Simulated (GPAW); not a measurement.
The O K edge of atom 3 in NiO (Fm-3m), with 6 Ni at 2.09 Å (octahedral, site symmetry m-3m), was computed in 2 ways: full core hole (charged cell) and no core hole. Program and functional: GPAW, PBE + U, Gaussian full width 0.9 eV up to 4 eV, rising linearly to 3.5 eV at 25 eV; cells of 4 and 16 atoms (the run without a hole in the smaller).

Each run is counted from its own lowest empty level or Fermi level and scaled to a mean of 1 over its first 20 eV.

```tsv
E (eV)	run 1	run 2
-2.0	0.00	0.00
-1.5	0.00	0.00
-1.0	0.00	0.00
-0.5	0.00	0.00
0.0	0.00	0.00
0.5	0.02	0.03
1.0	0.11	0.12
1.5	0.56	0.44
2.0	1.47	1.54
2.5	1.30	1.93
3.0	0.49	1.00
3.5	0.57	0.71
4.0	0.77	1.17
4.5	0.98	1.70
5.0	1.37	2.05
5.5	1.55	2.44
6.0	1.28	2.05
6.5	0.97	1.47
7.0	1.10	1.71
7.5	1.72	2.58
8.0	2.61	3.26
8.5	3.52	2.87
9.0	3.78	1.93
9.5	3.00	1.25
10.0	1.80	0.82
10.5	0.92	0.49
11.0	0.49	0.28
11.5	0.34	0.22
12.0	0.39	0.27
12.5	0.55	0.41
13.0	0.76	0.61
13.5	0.93	0.77
14.0	1.01	0.83
14.5	0.98	0.78
15.0	0.86	0.69
15.5	0.71	0.59
16.0	0.57	0.50
16.5	0.46	0.42
17.0	0.38	0.37
17.5	0.33	0.32
18.0	0.29	0.29
18.5	0.27	0.27
19.0	0.25	0.26
19.5	0.26	0.26
20.0	0.27	0.28
20.5	0.29	0.30
21.0	0.32	0.34
21.5	0.33	0.37
22.0	0.34	0.40
22.5	0.33	0.41
23.0	0.32	0.42
23.5	0.30	0.43
24.0	0.28	0.44
24.5	0.28	0.48
25.0	0.29	0.56
25.5	0.35	0.69
26.0	0.44	0.86
26.5	0.58	1.08
27.0	0.75	1.30
27.5	0.94	1.50
28.0	1.12	1.65
28.5	1.28	1.74
29.0	1.39	1.74
29.5	1.43	1.66
30.0	1.41	1.52
30.5	1.33	1.33
31.0	1.21	1.14
31.5	1.08	0.96
32.0	0.95	0.83
```

Which run is which?

Run 1: no core hole (area from −2 to 6 eV 4.9, main maxima 2.2 eV (1.61), 5.4 eV (1.55), 8.9 eV (3.81) and 14.1 eV (1.01)). Run 2: full core hole (charged cell) (area from −2 to 6 eV 7.1, main maxima 2.3 eV (2.02), 5.5 eV (2.44), 8.1 eV (3.28) and 14.0 eV (0.83)). With each curve scaled to its own mean, the area from −2 to 6 eV with the hole is 7.1 against 4.9, and the centre of weight from −1 to 20 eV moves by -0.9 eV: the hole pulls the absorber's empty states down.

[Banner, clock and machine lines of the logs are left out without a mark of their own.]

[Logs are printed without paths, hosts, clocks, repeated set-up lines and the standing remarks that a program may print on its own settings, such as how far it seeks lower states.]

[Hosts, paths, dates, database ids (printed as entryN), source tags and the programs' standing remarks are cut or masked in the printed files.]

[Lists of maxima count a maximum above −3 eV only where it reaches 4 % of the highest in the window and stands out from its surroundings by 2 % of it (1.5 % where it reaches 55 %); shoulders and weaker maxima are passed over, and of the rest the first, up to two pre-edge ones and the few strongest are named.]
